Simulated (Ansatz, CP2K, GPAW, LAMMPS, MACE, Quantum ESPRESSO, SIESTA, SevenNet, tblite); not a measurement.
# Amorphous Hg33S25Se8 (66 atoms), the geometry as built

This is the geometry as built. Method: GFN1-xTB tight binding, diagonalisation; levels smeared at 580 K; periodic xTB differs between programs; its forces lie 87 % r.m.s. from those of plane-wave PBE on this cell (tblite 0.8.0); Γ point; density 7.67 g/cm³.

Cell vectors (Å):

```
12.034 0.000 0.000
0.000 12.034 0.000
0.000 0.000 12.034
```

Positions (Å):

```
1 Hg 3.713 4.874 4.202
2 Hg 4.376 5.173 0.911
3 Hg 7.049 10.796 2.632
4 Hg 1.947 10.265 4.927
5 Hg 6.937 7.335 7.227
6 Hg 9.515 1.156 6.638
7 Hg 8.774 9.932 5.615
8 Hg 9.457 5.207 8.464
9 Hg 1.338 7.317 10.553
10 Hg 2.823 10.539 1.599
11 Hg 10.791 9.520 8.551
12 Hg 6.036 0.082 5.728
13 Hg 7.557 4.415 11.243
14 Hg 0.397 4.291 4.711
15 Hg 6.388 3.865 6.238
16 Hg 1.369 3.301 0.053
17 Hg 10.087 0.102 11.654
18 Hg 10.508 6.983 4.632
19 Hg 1.339 0.385 10.824
20 Hg 0.585 3.455 8.088
21 Hg 3.818 5.665 8.737
22 Hg 11.133 9.933 2.908
23 Hg 8.684 8.532 0.324
24 Hg 3.403 1.320 3.993
25 Hg 10.754 4.900 1.558
26 Hg 7.566 6.373 3.193
27 Hg 4.175 1.431 8.943
28 Hg 6.881 11.636 9.500
29 Hg 10.743 1.782 3.475
30 Hg 5.187 8.415 0.307
31 Hg 5.153 1.823 0.260
32 Hg 7.459 2.822 3.064
33 Hg 1.951 7.096 6.136
34 S 1.120 1.755 5.260
35 S 5.021 9.694 10.120
36 S 7.669 11.058 0.040
37 S 5.820 6.209 5.028
38 S 0.971 10.326 7.443
39 S 0.502 4.849 10.258
40 S 8.131 0.619 4.238
41 S 2.538 4.545 6.714
42 S 3.700 11.843 11.593
43 S 2.881 8.298 8.635
44 S 9.871 5.787 11.227
45 S 8.740 8.775 3.101
46 S 6.830 6.425 0.742
47 S 4.881 3.036 2.625
48 S 4.261 8.679 5.762
49 S 10.416 3.568 6.626
50 S 7.841 2.159 0.557
51 S 6.534 10.042 7.252
52 S 11.144 11.438 5.117
53 S 1.677 1.038 8.254
54 S 4.450 2.147 6.402
55 S 4.537 10.921 3.675
56 S 11.080 8.561 10.896
57 S 10.933 2.302 0.948
58 S 9.456 4.514 3.815
59 Se 1.537 5.102 2.216
60 Se 2.551 7.817 0.867
61 Se 9.641 7.570 7.093
62 Se 9.526 11.817 8.966
63 Se 0.885 7.973 3.674
64 Se 3.815 3.658 10.656
65 Se 6.520 4.993 8.710
66 Se 0.063 10.381 0.406
```

Q: Give the force and the charge of every atom.

Columns: atom, q, fx, fy, fz (forces in eV/Å, q the Mulliken charge in e).

```
1 0.31 -0.085 0.155 0.349
2 0.23 -0.529 0.458 -0.052
3 0.31 -0.397 0.374 -0.465
4 0.28 0.216 -0.288 1.438
5 0.29 -1.162 0.832 -0.064
6 0.28 0.809 -0.140 0.025
7 0.27 0.126 0.446 0.308
8 0.25 0.677 -0.045 0.592
9 0.24 -0.027 0.059 -0.122
10 0.22 -0.089 -0.413 -0.379
11 0.23 0.779 0.199 -0.219
12 0.32 -0.843 -0.451 0.110
13 0.24 0.905 0.029 0.133
14 0.25 0.163 -1.132 0.242
15 0.23 -0.252 0.136 0.131
16 0.19 -0.435 0.103 0.004
17 0.25 -0.614 0.725 0.177
18 0.22 0.264 -0.039 0.100
19 0.26 0.007 -0.114 -0.565
20 0.31 0.352 -0.560 0.085
21 0.24 -0.214 0.478 0.236
22 0.22 0.427 0.308 0.000
23 0.28 0.532 -0.499 -0.960
24 0.28 -0.470 0.051 0.548
25 0.31 -0.080 -0.094 -1.143
26 0.31 -0.145 0.063 0.017
27 0.30 -0.638 -0.152 -0.388
28 0.23 -0.465 -1.364 0.124
29 0.29 0.808 -0.930 0.514
30 0.26 -0.488 0.425 -1.007
31 0.26 0.530 -0.336 0.025
32 0.31 0.165 -0.223 -0.488
33 0.23 1.266 1.256 0.615
34 -0.31 -0.128 0.561 -1.548
35 -0.28 -0.006 -0.296 -0.093
36 -0.31 0.731 -1.123 0.681
37 -0.30 0.325 -0.548 0.001
38 -0.27 0.306 -0.627 0.094
39 -0.39 0.228 -0.149 -0.535
40 -0.34 -0.410 0.287 0.253
41 -0.31 -0.212 1.063 -0.735
42 -0.31 -0.020 0.698 0.118
43 -0.22 -0.153 -0.937 0.405
44 -0.30 -1.183 0.174 0.300
45 -0.33 -0.011 -0.117 0.158
46 -0.32 -0.606 -0.084 0.444
47 -0.35 -0.123 0.355 0.141
48 -0.32 -1.163 -0.787 -0.387
49 -0.33 0.147 0.170 0.741
50 -0.35 -1.102 0.727 -0.123
51 -0.29 1.231 0.531 -0.654
52 -0.31 -0.937 -0.349 -0.587
53 -0.25 -0.136 0.138 1.347
54 -0.29 1.417 -0.548 -0.350
55 -0.30 0.152 0.776 -0.344
56 -0.26 -0.429 0.242 0.345
57 -0.33 0.718 -0.103 0.279
58 -0.33 -0.056 0.578 -0.905
59 -0.15 -0.113 -0.567 0.424
60 -0.14 1.119 -0.350 0.070
61 -0.12 -0.360 -0.316 -0.227
62 -0.13 -0.213 0.457 0.094
63 -0.14 -0.930 -0.081 0.503
64 -0.15 0.191 -0.044 0.650
65 -0.13 0.597 0.444 -0.493
66 -0.04 0.039 0.509 0.012
```

The quench rate of 30 K/ps is many orders above laboratory rates, so the cell is likely richer in defects and strain than a real sample. The network of bonds at the start is that of the classical potential that made the cell, and needn't be the one that DFT or experiment would give. Only the Γ point is sampled, in a cell whose shortest periodic width is 12 Å.

The r.m.s. force component is 0.551 eV/Å; the longest force, 1.89 eV/Å, acts on Hg33.

[Logs are printed without paths, hosts, clocks, repeated set-up lines and the standing remarks that a program may print on its own settings, such as how far it seeks lower states.]

[Hosts, paths, dates, database ids (printed as entryN), source tags and the programs' standing remarks are cut or masked in the printed files.]
